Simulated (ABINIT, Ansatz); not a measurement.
# Calculated records

```
Sr2MgH6 (P-3m1): one start, several treatments of the self-energy
1.0
     5.47544    0.00000    0.00000
    -2.73772    4.74187    0.00000
     0.00000    0.00000    4.18847
Sr Mg H
2 1 6
Direct
  0.66667 0.33333 0.26353
  0.33333 0.66667 0.73647
  0.00000 0.00000 0.00000
  0.82346 0.64692 0.76525
  0.82346 0.17654 0.76525
  0.35308 0.17654 0.76525
  0.17654 0.35308 0.23475
  0.17654 0.82346 0.23475
  0.64692 0.82346 0.23475
# method: RPA screening on PBEsol, plane waves, norm-conserving pseudopotentials (and 3 further levels or steps)
# program: ABINIT 10.8.3
# settings: cutoff 38 Ha, PseudoDojo scalar-relativistic 0.4.1 standard, norm-conserving, ngkpt (3, 3, 2), nband 90, ecuteps 4.2 Ha, gwcalctyp 2, nfreqre 16, nfreqim 8, inclvkb 2, freqremax 40 eV, spmeth 1, nomegasf 120, shiftk (0, 0, 0), symchi 1, awtr 1, frequency cd, 3×3×2 k-mesh
# cost: 8 runs, 4 min in all on 4 MPI ranks of Arm Neoverse V1, shared host
# notes: The program’s warnings: Min real frequency set to default [Ha] = and nkpt*nsppol () is not a multiple of nproc spkpt (). The cell and positions are those that the Materials Project relaxed with its own functionals (PBE, PBE+U or r2SCAN), kept fixed. Limits: no spin-orbit coupling. The 3×3×2 mesh is coarse for this cell, which bears on the long-range parts of exchange and screening.
# G0W0, Godby-Needs plasmon pole: 4.169 eV
# G0W0, Hybertsen-Louie plasmon pole: 4.116 eV
# G0W0, Engel-Farid plasmon pole: 4.155 eV
# one-shot Hartree-Fock: 9.838 eV
# G0W0, contour deformation: 4.100 eV
# known limits: short of the basis limit; no spin-orbit coupling; coarse k mesh
```

[Long decimals in the printed logs are rounded to 6 places.]

[Logs are printed without paths, hosts, clocks, repeated set-up lines and the standing remarks that a program may print on its own settings, such as how far it seeks lower states.]

[Paths, hosts, dates, memory and timing lines, banners, echoed tables and standing remarks are left out of the program output; an Ansatz launch command may be rebuilt from the run's recorded settings. Measured values are a selection of at most five: reports struck by readers or far from the other reports are left out. None is set beside runs whose start may be inverted or whose files or cutoffs have a known fault.]

[Runs of the session that timed out or met a known fault of the program may be left out.]

[Hosts, paths, dates, database ids (printed as entryN), source tags and the programs' standing remarks are cut or masked in the printed files.]

[G0W0 gaps are taken among the corrected bands and points alone; a level outside them can change the order at an edge.]

[Where Ansatz stands beside ABINIT at settings called matched, ABINIT's density can come from a denser mesh and the files from another edition; pairs whose starting gaps differed by over 0.03 eV were left out, so agreement reads better than it is.]
